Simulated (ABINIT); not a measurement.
# YAlS3 (Pm-3m): phonons by linear response

How does YAlS3 (Pm-3m) vibrate, and is this structure a minimum?

Calculated with ABINIT 10.8.3; DFT LDA, scalar-relativistic, plane waves, PseudoDojo norm-conserving pseudopotentials.

Report form: the programs' logs are mostly left out.

The structure was built from a prototype and need not be the compound's stable phase.

### Step 1. Set-up

The structure is cubic, space group Pm-3m (No. 221). Conventional cell: a = 4.617 Å, b = 4.617 Å, c = 4.617 Å, α = 90.00°, β = 90.00°, γ = 90.00°. Nearest to Y lie 12 S at 3.26 Å. Al has 6 S at 2.31 Å nearest. Nearest to S lie 2 Al at 2.31 Å and 4 Y at 3.26 Å. Farther neighbours and most contacts between anions are not listed.

### Step 2. A probe with smearing

A first run with smearing and empty bands tells whether the crystal has a gap, which decides between fixed occupations and smearing later on.

probe.abi

```
# ground state
tolvrs 1.0d-08
prtden 1
prtwf 1

# basis, mesh and filling
ecut 30.0
ngkpt 4 4 4
nshiftk 1
shiftk 0.0 0.0 0.0
istwfk *1
occopt 7
tsmear 0.005
nband 24
nstep 100
diemac 9.0
prtebands 0
prtgsr 0
useylm 1

# cell and atoms
acell 8.725243463 8.725243463 8.725243463
rprim 
    1.0 0.0 0.0
    0.0 1.0 0.0
    0.0 0.0 1.0
ntypat 3
znucl 39 13 16
natom 5
typat 1 2 3 3 3
xred 
    0.0 0.0 0.0
    0.5 0.5 0.5
    0.5 0.5 0.0
    0.5 0.0 0.5
    0.0 0.5 0.5
pp_dirpath "./pseudo"
pseudos "Y.upf, Al.upf, S.upf"
```

Launch:

```console
OMP_NUM_THREADS=1 mpirun -n 4 abinit probe.abi > probe.log
```

Run time: 18 s. Hardware: 4 MPI ranks of Arm Neoverse V1, shared host; 71 s of CPU time.

This step gave:

```
volume per atom   : 19.69 Å³
pressure          : -4.869 GPa
gap on the k-mesh : 0 eV
```

No gap opens on this mesh, so smearing is kept; the printed pressure holds the stress of the finite basis too.

### Step 3. Rough relaxation

The typed start is rough, so a first relaxation with smearing and loose thresholds takes it towards rest cheaply.

prerelax.abi

```
# relaxation
ionmov 2
optcell 2
dilatmx 1.15
chkdilatmx 0
ntime 40
tolmxf 3.0d-04
tolvrs 1.0d-10
prtwf 0
prtden 0
chksymtnons 0

# basis, mesh and filling
ecut 31.0
ecutsm 3.0
ngkpt 4 4 4
nshiftk 1
shiftk 0.0 0.0 0.0
istwfk *1
occopt 7
tsmear 0.005
nband 24
nstep 100
diemac 1000000.0
prtebands 0
prtgsr 0
useylm 1

# cell and atoms
acell 8.725243463 8.725243463 8.725243463
rprim 
    1.0 0.0 0.0
    0.0 1.0 0.0
    0.0 0.0 1.0
ntypat 3
znucl 39 13 16
natom 5
typat 1 2 3 3 3
xred 
    0.0 0.0 0.0
    0.5 0.5 0.5
    0.5 0.5 0.0
    0.5 0.0 0.5
    0.0 0.5 0.5
pp_dirpath "./pseudo"
pseudos "Y.upf, Al.upf, S.upf"
```

Launch:

```console
OMP_NUM_THREADS=1 mpirun -n 4 abinit prerelax.abi > prerelax.log
```

Elapsed: 91 s, on 4 MPI ranks; 6.1 min of CPU time.

Relaxation path:

| step | energy less that of the first step (eV) | largest force (eV/Å) | volume (Å³) |
| --- | --- | --- | --- |
| 1 | 0.0000 | 0.0000 | 98.43 |
| 2 | -0.0357 | 0.0000 | 97.04 |
| 3 | -0.0771 | 0.0000 | 93.10 |
| 4 | -0.0774 | 0.0000 | 93.36 |

| conventional cell, symmetrised | before | after | change |
| --- | --- | --- | --- |
| a (Å) | 4.617 | 4.537 | -1.7 % |
| b (Å) | 4.617 | 4.537 | -1.7 % |
| c (Å) | 4.617 | 4.537 | -1.7 % |
| volume (Å³/atom) | 19.69 | 18.67 | -5.2 % |

Final coordinates:

```xyz
5
Lattice="4.5365 0.0000 0.0000 0.0000 4.5365 0.0000 0.0000 0.0000 4.5365" Properties=species:S:1:pos:R:3 pbc="T T T"
Y     0.0000    0.0000    0.0000
Al    2.2683    2.2683    2.2683
S     2.2683    2.2683    0.0000
S     2.2683    0.0000    2.2683
S     0.0000    2.2683    2.2683
```

Read from the output:

```yaml
volume_per_atom: 18.67 Å³
pressure: -0.01302 GPa
```

The volume changes by -5.2 % in this run and stands -5.2 % from the first cell.

### Step 4. Relaxation

The harmonic expansion needs vanishing forces, and a free crystal bears no stress, so cell and atoms are brought to rest. Stress is more sensitive to the basis than forces are: the last 3 Ha under the cutoff are smoothed with ecutsm, and the cutoff is raised above that of the later runs.

relax.abi

```
# relaxation
ionmov 2
optcell 2
dilatmx 1.08
ntime 40
tolmxf 1.0d-05
tolvrs 1.0d-14
prtwf 0
prtden 0
chksymtnons 0

# basis, mesh and filling
ecut 38.0
ecutsm 3.0
ngkpt 6 6 6
nshiftk 1
shiftk 0.0 0.0 0.0
istwfk *1
occopt 7
tsmear 0.01
nband 24
nstep 100
diemac 1000000.0
prtebands 0
prtgsr 0
useylm 1

# cell and atoms
acell 8.572785982 8.572785982 8.572785982
rprim 
    1.0 0.0 0.0
    0.0 1.0 0.0
    0.0 0.0 1.0
ntypat 3
znucl 39 13 16
natom 5
typat 1 2 3 3 3
xred 
    0.0 0.0 0.0
    0.5 0.5 0.5
    0.5 0.5 0.0
    0.5 0.0 0.5
    0.0 0.5 0.5
pp_dirpath "./pseudo"
pseudos "Y.upf, Al.upf, S.upf"
```

Launch:

```console
OMP_NUM_THREADS=1 mpirun -n 4 abinit relax.abi > relax.log
```

Elapsed: 2.2 min, on 4 MPI ranks.

Little changed from the start: no atom moved by 0.005 Å and no cell edge by 0.1 %.

This step gave:

```
volume per atom : 18.66 Å³
pressure        : 2.69e-5 GPa
```

The volume changes by -0.1 % in this run and stands -5.2 % from the first cell.

### Step 5. Self-consistent run for the response

The response is built on these wavefunctions, so the potential is converged far more tightly than an energy would need. Smearing stays on, as the first look found no gap above 0.3 eV.

gs.abi

```
# ground state
tolvrs 1.0d-16
prtden 1
prtwf 1

# basis, mesh and filling
ecut 30.0
ngkpt 6 6 6
nshiftk 1
shiftk 0.0 0.0 0.0
istwfk *1
occopt 7
tsmear 0.01
nband 24
nstep 100
diemac 1000000.0
prtebands 0
prtgsr 0
useylm 1

# cell and atoms
acell 8.571172542 8.571172542 8.571172542
rprim 
    1.0 0.0 0.0
    0.0 1.0 0.0
    0.0 0.0 1.0
ntypat 3
znucl 39 13 16
natom 5
typat 1 2 3 3 3
xred 
    0.0 0.0 0.0
    0.5 0.5 0.5
    0.5 0.5 0.0
    0.5 0.0 0.5
    0.0 0.5 0.5
pp_dirpath "./pseudo"
pseudos "Y.upf, Al.upf, S.upf"
```

Launch:

```console
OMP_NUM_THREADS=1 mpirun -n 4 abinit gs.abi > gs.log
```

Wall time 34 s (4 MPI ranks).

This step gave:

* pressure: -0.2186 GPa

The cell stands at -0.22 GPa: the relaxation ran with a smoothed and higher cutoff, and the difference is a stress of the finite basis.

### Step 6. Zone-centre response

At q = 0 one unit cell holds all displacements. The response is solved for single atoms along the cell's directions, and symmetry skips those that follow from others. The crystal is treated as a metal, which screens a static field, so no field response is asked.

dfpt_gamma.abi

```

# common to the responses
getwfk_filepath "gso_WFK"
kptopt 2
nqpt 1
qpt 0.0 0.0 0.0
asr 0
chneut 0

# displacements
rfphon 1
rfatpol 1 5
rfdir 1 1 1
tolvrs 1.0d-10
prtwf 0

# basis, mesh and filling
ecut 30.0
ngkpt 6 6 6
nshiftk 1
shiftk 0.0 0.0 0.0
istwfk *1
occopt 7
tsmear 0.01
nband 24
nstep 100
diemac 1000000.0
prtebands 0
prtgsr 0
useylm 1

# cell and atoms
acell 8.571172542 8.571172542 8.571172542
rprim 
    1.0 0.0 0.0
    0.0 1.0 0.0
    0.0 0.0 1.0
ntypat 3
znucl 39 13 16
natom 5
typat 1 2 3 3 3
xred 
    0.0 0.0 0.0
    0.5 0.5 0.5
    0.5 0.5 0.0
    0.5 0.0 0.5
    0.0 0.5 0.5
pp_dirpath "./pseudo"
pseudos "Y.upf, Al.upf, S.upf"
```

Launch:

```console
OMP_NUM_THREADS=1 mpirun -n 4 abinit dfpt_gamma.abi > dfpt_gamma.log
```

Elapsed: 4.2 min, on 4 MPI ranks.

Read from the output:

- largest acoustic frequency at the zone centre before the sum rule: 3.84 cm⁻¹
- highest optical zone-centre mode (no LO-TO term): 480.5 cm⁻¹
- lowest optical zone-centre mode: -169.4 cm⁻¹

The acoustic modes at Γ come out as far as 3.8 cm⁻¹ from zero, where they should vanish, a small numerical error. The lowest optical mode is imaginary, 169i cm⁻¹, an instability at this level and on this k mesh.

### Step 7. Zone-centre analysis

anaddb reads the merged derivatives and imposes the acoustic sum rule.

anaddb.abi

```
ddb_filepath "gamma_DDB"
output_file "anaddb.abo"
outdata_prefix "anaddb"
asr 1
chneut 1
enunit 2
eivec 1
nph1l 1
qph1l 0.0 0.0 0.0 1.0
```

mrgddb.in

```
gamma_DDB
merged
2
dfpt_gammao_DDB
gso_DDB
```

Launch:

```console
mrgddb < mrgddb.in > mrgddb.log
OMP_NUM_THREADS=1 anaddb anaddb.abi > anaddb.log
```

Run time: 0.52 s. Hardware: 1 thread.

No LO-TO term; unit eigenvectors of the mass-weighted matrix, from anaddb's displacements. The modes at Γ (shares of kinetic energy by element, %) (negative means imaginary):

| mode | frequency (cm⁻¹) | symmetry | Y % | Al % | S % |
| --- | --- | --- | --- | --- | --- |
| 1 | -169.4 | T2u | 0 | 0 | 100 |
| 2 | -169.4 | T2u | 0 | 0 | 100 |
| 3 | -169.4 | T2u | 0 | 0 | 100 |
| 4 | -159.0 | T1u | 45 | 0 | 55 |
| 5 | -159.0 | T1u | 45 | 0 | 55 |
| 6 | -159.0 | T1u | 45 | 0 | 55 |
| 7 | 0.0 | acoustic | 42 | 13 | 45 |
| 8 | 0.0 | acoustic | 42 | 13 | 45 |
| 9 | 0.0 | acoustic | 42 | 13 | 45 |
| 10 | 103.8 | T1u | 13 | 49 | 38 |
| 11 | 103.8 | T1u | 13 | 49 | 38 |
| 12 | 103.8 | T1u | 13 | 49 | 38 |
| 13 | 480.5 | T1u | 0 | 38 | 62 |
| 14 | 480.5 | T1u | 0 | 38 | 62 |
| 15 | 480.5 | T1u | 0 | 38 | 62 |

Displacements in mode 1 (-169.4 cm⁻¹), the largest set to 1:
```
Y1   0.00  0.00  0.00
Al2  0.00  0.00  0.00
S3   0.00  0.00  0.00
S4   0.00  0.00  1.00
S5   0.00  0.00 -1.00
```

Displacements in mode 13 (480.5 cm⁻¹), the largest set to 1:
```
Y1   0.00  0.00  0.00
Al2  0.00  0.00  0.87
S3   0.00  0.00 -1.00
S4   0.00  0.00  0.13
S5   0.00  0.00  0.13
```

The rule moves no optical mode by more than 0.1 cm⁻¹.

### Step 8. Sum rules set otherwise (asr 0)

Without the rule the raw error of the acoustic modes shows.

anaddb.abi, as its differences from that of step 7:

```diff
@@ -3,4 +3,4 @@
 outdata_prefix "anaddb"
-asr 1
-chneut 1
+asr 0
+chneut 0
 enunit 2
```

mrgddb.in is that of step 7.

Run time: 0.51 s. Hardware: 1 thread.

Zone-centre frequencies as printed; negative means imaginary. Modes:

| mode | frequency (cm⁻¹) |
| --- | --- |
| 1 | -169.4 |
| 2 | -169.4 |
| 3 | -169.4 |
| 4 | -159 |
| 5 | -159 |
| 6 | -159 |
| 7 | 3.84 |
| 8 | 3.84 |
| 9 | 3.84 |
| 10 | 103.8 |
| 11 | 103.8 |
| 12 | 103.8 |
| 13 | 480.5 |
| 14 | 480.5 |
| 15 | 480.5 |

### Step 9. Self-consistent run for the response

Scaled from the time of the run at Γ, the full q mesh would overrun the time at hand on this k mesh, so the ground state is made again on a coarser one.

gs.abi, as its differences from that of step 5:

```diff
@@ -7,3 +7,3 @@
 ecut 30.0
-ngkpt 6 6 6
+ngkpt 4 4 4
 nshiftk 1
```

Launch:

```console
OMP_NUM_THREADS=1 mpirun -n 4 abinit gs.abi > gs.log
```

The job ended after 20 s (4 MPI ranks).

Read from the output:

```
pressure : -0.1733 GPa
```

### Step 10. Zone-centre response

The zone centre is solved again, so that all wavevectors share one k mesh.

dfpt_gamma.abi, as its differences from that of step 6:

```diff
@@ -18,3 +18,3 @@
 ecut 30.0
-ngkpt 6 6 6
+ngkpt 4 4 4
 nshiftk 1
```

Launch:

```console
OMP_NUM_THREADS=1 mpirun -n 4 abinit dfpt_gamma.abi > dfpt_gamma.log
```

Wall time 2.1 min (4 MPI ranks); 8.3 min of CPU time.

Numbers from this step:

```
largest acoustic frequency at the zone centre before the sum rule : -3.54 cm⁻¹
highest optical zone-centre mode (no LO-TO term)                  : 480.0 cm⁻¹
lowest optical zone-centre mode                                   : -177.0 cm⁻¹
```

The acoustic modes at Γ come out as far as 3.5 cm⁻¹ from zero, where they should vanish, a small numerical error. The lowest optical mode is imaginary, 177i cm⁻¹, an instability at this level and on this k mesh.

### Step 11. Linear response on the mesh

Linear response treats each wavevector in the unit cell, with no supercell; the 2×2×2 mesh fixes the range of the force constants to be had.

dfpt_q.abi

```
ndtset 3

# wavevectors
qpt1 0.5 0.0 0.0
qpt2 0.5 0.5 0.0
qpt3 0.5 0.5 0.5

# displacements
getwfk_filepath "gso_WFK"
getwfq_filepath "gso_WFK"
kptopt 3
nqpt 1
rfphon 1
rfatpol 1 5
rfdir 1 1 1
tolvrs 1.0d-10
prtwf 0

# basis, mesh and filling
ecut 30.0
ngkpt 4 4 4
nshiftk 1
shiftk 0.0 0.0 0.0
istwfk *1
occopt 7
tsmear 0.01
nband 24
nstep 100
diemac 1000000.0
prtebands 0
prtgsr 0
useylm 1

# cell and atoms
acell 8.571172542 8.571172542 8.571172542
rprim 
    1.0 0.0 0.0
    0.0 1.0 0.0
    0.0 0.0 1.0
ntypat 3
znucl 39 13 16
natom 5
typat 1 2 3 3 3
xred 
    0.0 0.0 0.0
    0.5 0.5 0.5
    0.5 0.5 0.0
    0.5 0.0 0.5
    0.0 0.5 0.5
pp_dirpath "./pseudo"
pseudos "Y.upf, Al.upf, S.upf"
```

Launch:

```console
OMP_NUM_THREADS=1 mpirun -n 4 abinit dfpt_q.abi > dfpt_q.log
```

The job ended after 22 min (4 MPI ranks).

Read from the output:

```yaml
lowest_mode_on_the_q_mesh_acoustic_ones_at_the_zone_centre_apart: -269.9 cm⁻¹
```

Frequencies (cm⁻¹) before the sum rule at the irreducible wavevectors but Γ, which is solved apart; negative means imaginary. Frequencies by wavevector:

| q (fractions) | star | mode 1 | mode 2 | mode 3 | mode 4 | mode 13 | mode 14 | mode 15 |
| --- | --- | --- | --- | --- | --- | --- | --- | --- |
| 0.5 0 0 | 3 | -150.9 | -150.9 | -133.3 | -113.2 | 405.7 | 479.6 | 479.6 |
| 0.5 0.5 0 | 3 | -238.2 | -167.1 | -167.1 | -74.92 | 374.8 | 448.2 | 479.3 |
| 0.5 0.5 0.5 | 1 | -269.9 | -269.9 | -269.9 | -132 | 393.3 | 393.3 | 478.5 |

### Step 12. Interpolated phonon bands

anaddb transforms the dynamical matrices to force constants and back along the path; points of the mesh come back as solved, but for the sum rule and, in polar crystals, the LO-TO term at Γ; the rest is interpolation.

anaddb.abi

```
ddb_filepath "all_DDB"
output_file "anaddb.abo"
outdata_prefix "anaddb"
ifcflag 1
ngqpt 2 2 2
nqshft 1
q1shft 0.0 0.0 0.0
asr 1
chneut 0
dipdip 0
dipquad 0
quadquad 0
enunit 0
eivec 0
nph1l 62
qph1l 
    0.0 0.0 0.0 1.0
    0.0 0.05 0.0 1.0
    0.0 0.1 0.0 1.0
    0.0 0.15 0.0 1.0
    0.0 0.2 0.0 1.0
    0.0 0.25 0.0 1.0
    0.0 0.3 0.0 1.0
    0.0 0.35 0.0 1.0
    0.0 0.4 0.0 1.0
    0.0 0.45 0.0 1.0
    0.0 0.5 0.0 1.0
    0.05 0.5 0.0 1.0
    0.1 0.5 0.0 1.0
    0.15 0.5 0.0 1.0
    0.2 0.5 0.0 1.0
    0.25 0.5 0.0 1.0
    0.3 0.5 0.0 1.0
    0.35 0.5 0.0 1.0
    0.4 0.5 0.0 1.0
    0.45 0.5 0.0 1.0
    0.5 0.5 0.0 1.0
    0.45 0.45 0.0 1.0
    0.4 0.4 0.0 1.0
    0.35 0.35 0.0 1.0
    0.3 0.3 0.0 1.0
    0.25 0.25 0.0 1.0
    0.2 0.2 0.0 1.0
    0.15 0.15 0.0 1.0
    0.1 0.1 0.0 1.0
    0.05 0.05 0.0 1.0
    0.0 0.0 0.0 1.0
    0.05 0.05 0.05 1.0
    0.1 0.1 0.1 1.0
    0.15 0.15 0.15 1.0
    0.2 0.2 0.2 1.0
    0.25 0.25 0.25 1.0
    0.3 0.3 0.3 1.0
    0.35 0.35 0.35 1.0
    0.4 0.4 0.4 1.0
    0.45 0.45 0.45 1.0
    0.5 0.5 0.5 1.0
    0.45 0.5 0.45 1.0
    0.4 0.5 0.4 1.0
    0.35 0.5 0.35 1.0
    0.3 0.5 0.3 1.0
    0.25 0.5 0.25 1.0
    0.2 0.5 0.2 1.0
    0.15 0.5 0.15 1.0
    0.1 0.5 0.1 1.0
    0.05 0.5 0.05 1.0
    0.0 0.5 0.0 1.0
    0.5 0.5 0.5 1.0
    0.5 0.5 0.45 1.0
    0.5 0.5 0.4 1.0
    0.5 0.5 0.35 1.0
    0.5 0.5 0.3 1.0
    0.5 0.5 0.25 1.0
    0.5 0.5 0.2 1.0
    0.5 0.5 0.15 1.0
    0.5 0.5 0.1 1.0
    0.5 0.5 0.05 1.0
    0.5 0.5 0.0 1.0
```

mrgddb.in

```
all_DDB
merged
4
dfpt_gammao_DDB
dfpt_qo_DS1_DDB
dfpt_qo_DS2_DDB
dfpt_qo_DS3_DDB
```

Launch:

```console
mrgddb < mrgddb.in > mrgddb.log
OMP_NUM_THREADS=1 anaddb anaddb.abi > anaddb.log
```

The job ended after 0.54 s (1 thread).

Read from the output:

```
lowest frequency on the path : -269.9 cm⁻¹
```

Anaddb. Phonon branches along the path, in cm⁻¹:

| point | branch 1 | branch 2 | branch 3 | branch 4 | branch 12 | branch 13 | branch 14 | branch 15 |
| --- | --- | --- | --- | --- | --- | --- | --- | --- |
| Γ | -177 | -177 | -177 | -162 | 104 | 480 | 480 | 480 |
| halfway | -160 | -160 | -157 | -147 | 235 | 460 | 480 | 480 |
| X | -151 | -151 | -133 | -113 | 360 | 406 | 480 | 480 |
| halfway | -208 | -148 | -144 | -127 | 368 | 387 | 470 | 479 |
| M | -238 | -167 | -167 | -75 | 375 | 375 | 448 | 479 |
| halfway | -195 | -149 | -139 | -137 | 257 | 442 | 476 | 480 |
| Γ | -177 | -177 | -177 | -162 | 104 | 480 | 480 | 480 |
| halfway | -206 | -184 | -184 | -122 | 278 | 442 | 442 | 491 |
| R | -270 | -270 | -270 | -132 | 393 | 393 | 393 | 478 |
| halfway | -224 | -207 | -193 | -122 | 376 | 379 | 442 | 490 |
| X | -151 | -151 | -133 | -113 | 360 | 406 | 480 | 480 |
| jump to R | -270 | -270 | -270 | -132 | 393 | 393 | 393 | 478 |
| halfway | -255 | -226 | -226 | -124 | 384 | 384 | 413 | 486 |
| M | -238 | -167 | -167 | -75 | 375 | 375 | 448 | 479 |

The path dips to 270i cm⁻¹.

### Step 13. Density of states

Sums over the zone need many more wavevectors than were solved, so the interpolation is sampled on a dense mesh.

anaddb.abi

```
ddb_filepath "all_DDB"
output_file "anaddb.abo"
outdata_prefix "anaddb"
ifcflag 1
ngqpt 2 2 2
nqshft 1
q1shft 0.0 0.0 0.0
asr 1
chneut 0
dipdip 0
dipquad 0
quadquad 0
prtdos 2
ng2qpt 10 10 10
dosdeltae 4.5563e-06
ntemper 11
temperinc 100.0
tempermin 0.0
```

Launch:

```console
OMP_NUM_THREADS=1 anaddb anaddb.abi > anaddb.log
```

Elapsed: 0.99 s, on 1 thread.

Read from the output:

```yaml
share_of_modes_beyond_3i_cm_minus1_on_the_dense_interpolated_mesh: 0.3896
```

The phonon density of states has structure finer than the step of the table below, so its rows give means over 20 cm⁻¹, whole bins alone (the curve runs from -300 to 510 cm⁻¹). Peaks (cm⁻¹: height): -159.9: 0.0578, -119.9: 0.0872, 155.1: 0.0518, 485.1: 0.0889.

Tetrahedra. Phonon density of states against wavenumber; means over each step:

| wavenumber (cm⁻¹) | phonon density of states (1/cm⁻¹/cell) |
| --- | --- |
| -280 | 1.6e-5 |
| -260 | 0.00433 |
| -240 | 0.0133 |
| -220 | 0.0184 |
| -200 | 0.0221 |
| -180 | 0.0294 |
| -160 | 0.0497 |
| -140 | 0.0361 |
| -120 | 0.0662 |
| -100 | 0.0191 |
| -80 | 0.0105 |
| -60 | 0.0105 |
| -40 | 0.00628 |
| -20 | 0.00410 |
| 0 | 0.00349 |
| 20 | 0.00359 |
| 40 | 0.00595 |
| 60 | 0.0127 |
| 80 | 0.0170 |
| 100 | 0.0258 |
| 120 | 0.0293 |
| 140 | 0.0399 |
| 160 | 0.0460 |
| 180 | 0.0209 |
| 200 | 0.0116 |
| 220 | 0.0117 |
| 240 | 0.0105 |
| 260 | 0.0114 |
| 280 | 0.0120 |
| 300 | 0.0131 |
| 320 | 0.00647 |
| 340 | 0.00938 |
| 360 | 0.0122 |
| 380 | 0.0148 |
| 400 | 0.0175 |
| 420 | 0.0157 |
| 440 | 0.0173 |
| 460 | 0.0243 |
| 480 | 0.0591 |
| 500 | 0.00573 |

### Step 14. Outcome

```
space group after relaxation                                       : Pm-3m
volume per atom                                                    : 18.7 Å³
highest optical zone-centre mode (no LO-TO term)                   : 480.5 cm⁻¹
lowest optical zone-centre mode                                    : -169.4 cm⁻¹
q mesh                                                             : 2×2×2
lowest mode on the q mesh (acoustic ones at the zone centre apart) : -269.9 cm⁻¹
imaginary modes on the q mesh                                      : yes
```

**Reading.** YAlS3 (Pm-3m) is unstable: a mode solved on the 2×2×2 mesh is imaginary, 270i cm⁻¹; its spectrum reaches 491 cm⁻¹. At the LDA level the optical modes of YAlS3 (Pm-3m) at the zone centre run from 169i to 480 cm⁻¹, so the structure is a saddle point, with 6 modes beyond 10i cm⁻¹ there. The most unstable solved mode lies at q = (0.5, 0.5, 0.5), on the zone boundary, so the distortion that it points to doubles the cell. These are harmonic frequencies at zero temperature: anharmonic shifts and linewidths and thermal expansion are left out. In a metal the frequencies hang on the k mesh and the smearing, most of all near Kohn anomalies. The structure is a hypothetical one, built on a prototype.

[Host names and launcher messages were left out of these logs when they were recorded.]

[Logs are printed without paths, hosts, clocks, repeated set-up lines and the standing remarks that a program may print on its own settings, such as how far it seeks lower states.]

[Hosts, paths, dates, database ids (printed as entryN), source tags and the programs' standing remarks are cut or masked in the printed files.]
